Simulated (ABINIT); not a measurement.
# TiO2 (C2/c): G0W0 on several meshes in ABINIT

How does the mesh move the gap of TiO2 (C2/c)?

Method: LDA and many-body steps on it, plane waves, in ABINIT 10.8.3.

Report form: the programs' logs are mostly left out.

## (1) Set-up

The structure is monoclinic, space group C2/c (No. 15). Conventional cell: a = 5.412 Å, b = 5.413 Å, c = 5.472 Å, α = 90.00°, β = 118.77°, γ = 90.00°. Ti has 6 O at 1.93 to 2.00 Å nearest. Nearest to O lie 3 Ti at 1.93 to 2.00 Å. Farther neighbours and most contacts between anions are not listed.

Coordinates:

```cif
data_structure
_symmetry_space_group_name_H-M 'C2/c'
_symmetry_Int_Tables_number 15
_cell_length_a 5.4121
_cell_length_b 5.4133
_cell_length_c 5.4720
_cell_angle_alpha 90.000
_cell_angle_beta 118.768
_cell_angle_gamma 90.000
_cell_volume 140.53
loop_
_atom_site_label
_atom_site_type_symbol
_atom_site_symmetry_multiplicity
_atom_site_Wyckoff_symbol
_atom_site_fract_x
_atom_site_fract_y
_atom_site_fract_z
_atom_site_occupancy
Ti1 Ti 4 e 0.50000 0.36589 0.25000 1
O1 O 8 f 0.20999 0.87877 0.66715 1
```

The cell and positions are those that the Materials Project relaxed with its own functionals (PBE, PBE+U or r2SCAN), kept fixed. This is not the form that TiO2 usually takes at ambient conditions.

## (2) Empty states on the mesh, 4×4×2 mesh, 419 bands

This step: ABINIT 10.8.3; DFT, LDA, plane waves, norm-conserving pseudopotentials.

The sums over transitions need many empty states on a uniform mesh; this step solves for them.

run.abi

```
acell 3*1.0 Angstrom
rprim 
  2.706034000000 -2.706655000000 -0.000000000000
  2.706034000000 2.706655000000 -0.000000000000
  -2.633531000000 -0.000000000000 4.796637000000
ntypat 2
znucl 22 8
natom 6
typat 1 1 2 2 2 2
xred 
  0.134110000000 0.865890000000 0.250000000000
  0.865890000000 0.134110000000 0.750000000000
  0.331221000000 0.088755000000 0.667149000000
  0.668779000000 0.911245000000 0.332851000000
  0.911245000000 0.668779000000 0.832851000000
  0.088755000000 0.331221000000 0.167149000000
pp_dirpath "pseudos"
pseudos "Ti.upf, O.upf"
ecut 38
ngkpt 4 4 2
nshiftk 1
shiftk 0 0 0
kptopt 1
chksymbreak 0
iscf -2
irdden 1
istwfk *1
nband 419
nbdbuf 38
tolwfr 1e-09
nstep 60
prtvol 0
indata_prefix "in"
outdata_prefix "out"
tmpdata_prefix "tmp"
```

The run is started by

```
> OMP_NUM_THREADS=1 mpirun -n 4 abinit run.abi > log
```

Elapsed: 9.5 min, on 4 MPI ranks of Arm Neoverse V2, shared host; peak memory 0.83 GiB.

This step gave:

```yaml
gap: 1.999 eV
k_of_the_valence_top: 0.5, 0.5, 0
k_of_the_conduction_bottom: 0, 0, 0
least_direct_gap: 2.437 eV
k_points_computed: 14
lowest_point_of_the_top_converged_band_above_the_valence_top: 160.3208 eV
```

On this mesh the gap is 1.999 eV.

The density comes from a self-consistent run that is not shown.

## (3) Screening, 4×4×2 mesh, 94 bands, screening to 93.3 eV

The RPA dielectric matrix is built and inverted for each q.

This step: RPA screening on LDA, plane waves, norm-conserving pseudopotentials.

run.abi, as its differences from that of step 2:

```diff
@@ -24,10 +24,11 @@
 chksymbreak 0
-iscf -2
-irdden 1
 istwfk *1
-nband 419
-nbdbuf 38
-tolwfr 1e-09
-nstep 60
-prtvol 0
+occopt 1
+irdwfk 1
+optdriver 3
+nband 94
+ecuteps 3.43
+inclvkb 2
+awtr 1
+symchi 1
 indata_prefix "in"
```

Run time: 67 s. Hardware: 4 MPI ranks; peak memory 1.4 GiB.

Numbers from this step:

| Quantity | Value |
| --- | --- |
| ε∞ with local fields, on this mesh, along the program's q direction | 6.836 |
| the same without local fields | 7.253 |
| plasma frequency | 30.69 eV |
| plane waves in the screening matrix | 143 |

Local fields lower ε∞ by 6 %. On a Γ-centred mesh this coarse the value itself is usually too large, while a short band sum pulls it down.

## (4) 4×4×2

The self-energy is evaluated for the states that the input lists, and the levels follow from it, in one-shot runs by the linearised quasiparticle equation.

This step: G0W0 on LDA, plane waves, norm-conserving pseudopotentials.

run.abi, as its differences from that of step 3:

```diff
@@ -27,8 +27,25 @@
 irdwfk 1
-optdriver 3
+optdriver 4
 nband 94
+gwcalctyp 0
+ecutsigx 38
+symsigma 1
+nkptgw 6
+kptgw 
+  0.5000000000 0.5000000000 0.0000000000
+  0.0000000000 0.0000000000 0.0000000000
+  0.5000000000 0.0000000000 0.0000000000
+  0.0000000000 0.0000000000 0.5000000000
+  0.5000000000 0.0000000000 0.5000000000
+  0.5000000000 0.5000000000 0.5000000000
+bdgw 
+  23 26
+  23 26
+  23 26
+  23 26
+  23 26
+  23 26
 ecuteps 3.43
-inclvkb 2
-awtr 1
-symchi 1
+irdscr 1
+ppmodel 1
 indata_prefix "in"
```

Run time: 14 s. Hardware: 4 MPI ranks; peak memory 1.1 GiB.

Numbers from this step:

- G0W0 gap on the mesh: 3.611 eV
- starting gap on the mesh: 1.999 eV
- k of the valence top: 0.5, 0.5, 0
- k of the conduction bottom: 0, 0, 0
- Z at the valence top: 0.762
- Z at the conduction bottom: 0.785
- least direct G0W0 gap on the computed points: 4.109 eV

The gap on the mesh goes from 2.00 eV to 3.61 eV, a correction of +1.61 eV.

## (5) Empty states on the mesh, 2×2×2 mesh, 102 bands

This step: DFT, LDA, plane waves, norm-conserving pseudopotentials.

run.abi

```
acell 3*1.0 Angstrom
rprim 
  2.706034000000 -2.706655000000 -0.000000000000
  2.706034000000 2.706655000000 -0.000000000000
  -2.633531000000 -0.000000000000 4.796637000000
ntypat 2
znucl 22 8
natom 6
typat 1 1 2 2 2 2
xred 
  0.134110000000 0.865890000000 0.250000000000
  0.865890000000 0.134110000000 0.750000000000
  0.331221000000 0.088755000000 0.667149000000
  0.668779000000 0.911245000000 0.332851000000
  0.911245000000 0.668779000000 0.832851000000
  0.088755000000 0.331221000000 0.167149000000
pp_dirpath "pseudos"
pseudos "Ti.upf, O.upf"
ecut 38
ngkpt 2 2 2
nshiftk 1
shiftk 0 0 0
kptopt 1
chksymbreak 0
iscf -2
irdden 1
istwfk *1
nband 102
nbdbuf 8
tolwfr 1e-09
nstep 60
prtvol 0
indata_prefix "in"
outdata_prefix "out"
tmpdata_prefix "tmp"
```

Wall time 31 s (4 MPI ranks); peak memory 0.34 GiB.

Numbers from this step:

| Property | Result |
| --- | --- |
| gap | 1.999 eV |
| k of the valence top | 0.5, 0.5, 0 |
| k of the conduction bottom | 0, 0, 0 |
| least direct gap | 2.437 eV |
| k points computed | 6 |
| lowest point of the top converged band, above the valence top | 48.90 eV |

On this mesh the gap is 1.999 eV.

## (6) Screening, 2×2×2 mesh, 94 bands, screening to 93.3 eV

This step: RPA screening on LDA, plane waves, norm-conserving pseudopotentials.

run.abi, as its differences from that of step 5:

```diff
@@ -24,10 +24,11 @@
 chksymbreak 0
-iscf -2
-irdden 1
 istwfk *1
-nband 102
-nbdbuf 8
-tolwfr 1e-09
-nstep 60
-prtvol 0
+occopt 1
+irdwfk 1
+optdriver 3
+nband 94
+ecuteps 3.43
+inclvkb 2
+awtr 1
+symchi 1
 indata_prefix "in"
```

Wall time 19 s (4 MPI ranks); peak memory 0.8 GiB; 74 s of CPU time.

Numbers from this step:

```
ε∞ with local fields, on this mesh, along the program's q direction : 7.270
the same without local fields                                       : 7.681
plasma frequency                                                    : 30.69 eV
plane waves in the screening matrix                                 : 143
```

## (7) 2×2×2

This step: G0W0 on LDA, plane waves, norm-conserving pseudopotentials.

run.abi, as its differences from that of step 6:

```diff
@@ -27,8 +27,25 @@
 irdwfk 1
-optdriver 3
+optdriver 4
 nband 94
+gwcalctyp 0
+ecutsigx 38
+symsigma 1
+nkptgw 6
+kptgw 
+  0.5000000000 0.5000000000 0.0000000000
+  0.0000000000 0.0000000000 0.0000000000
+  0.5000000000 0.0000000000 0.0000000000
+  0.0000000000 0.0000000000 0.5000000000
+  0.5000000000 0.0000000000 0.5000000000
+  0.5000000000 0.5000000000 0.5000000000
+bdgw 
+  23 26
+  23 26
+  23 26
+  23 26
+  23 26
+  23 26
 ecuteps 3.43
-inclvkb 2
-awtr 1
-symchi 1
+irdscr 1
+ppmodel 1
 indata_prefix "in"
```

Wall time 7.5 s (4 MPI ranks); peak memory 0.66 GiB.

This step gave:

* G0W0 gap on the mesh: 3.641 eV
* starting gap on the mesh: 1.999 eV
* k of the valence top: 0.5, 0.5, 0
* k of the conduction bottom: 0, 0, 0
* Z at the valence top: 0.768
* Z at the conduction bottom: 0.788
* least direct G0W0 gap on the computed points: 4.177 eV

Against G0W0 in ABINIT (4×4×2 mesh, 94 bands, screening to 93.3 eV, Godby-Needs plasmon pole), the gap moves by +0.030 eV.

## (8) The runs together

Times are wall times on 4 MPI ranks of Arm Neoverse V2, shared host, good to a factor of about two. A run's time includes the screening step that it read.

| run | mesh | bands | screening cutoff (eV) | DFT gap (eV) | gap on the mesh (eV) | direct (eV) | ε∞ used | time |
| --- | --- | --- | --- | --- | --- | --- | --- | --- |
| 4×4×2 | 4×4×2 | 94 | 93.3 | 1.999 | 3.611 | 4.109 | 6.84 | 81 s |
| 2×2×2 | 2×2×2 | 94 | 93.3 | 1.999 | 3.641 | 4.177 | 7.27 | 26 s |

## (9) What came out

```json
{"4×4×2": "3.611 eV", "2×2×2": "3.641 eV", "known limits": "not at the basis limit; coarse k mesh"}
```

In words: 2×2×2: +0.030 eV against 4×4×2. Bands and cutoff are finite, so the gap is not at the basis limit. The miss can reach some tenths of an eV and take either sign; the mesh is an error of its own. The 4×4×2 mesh is coarse for this cell, which bears on the long-range parts of exchange and screening.

[Paths, hosts, dates, memory and timing lines, banners, echoed tables and standing remarks are left out of the program output.]

[Logs are printed without paths, hosts, clocks, repeated set-up lines and the standing remarks that a program may print on its own settings, such as how far it seeks lower states.]

[Runs of the session that timed out or met a known fault of the program may be left out.]

[Hosts, paths, dates, database ids (printed as entryN), source tags and the programs' standing remarks are cut or masked in the printed files.]

[G0W0 gaps are taken among the corrected bands and points alone; a level outside them can change the order at an edge.]

[Where Ansatz stands beside ABINIT at settings called matched, ABINIT's density can come from a denser mesh and the files from another edition; pairs whose starting gaps differed by over 0.03 eV were left out, so agreement reads better than it is.]
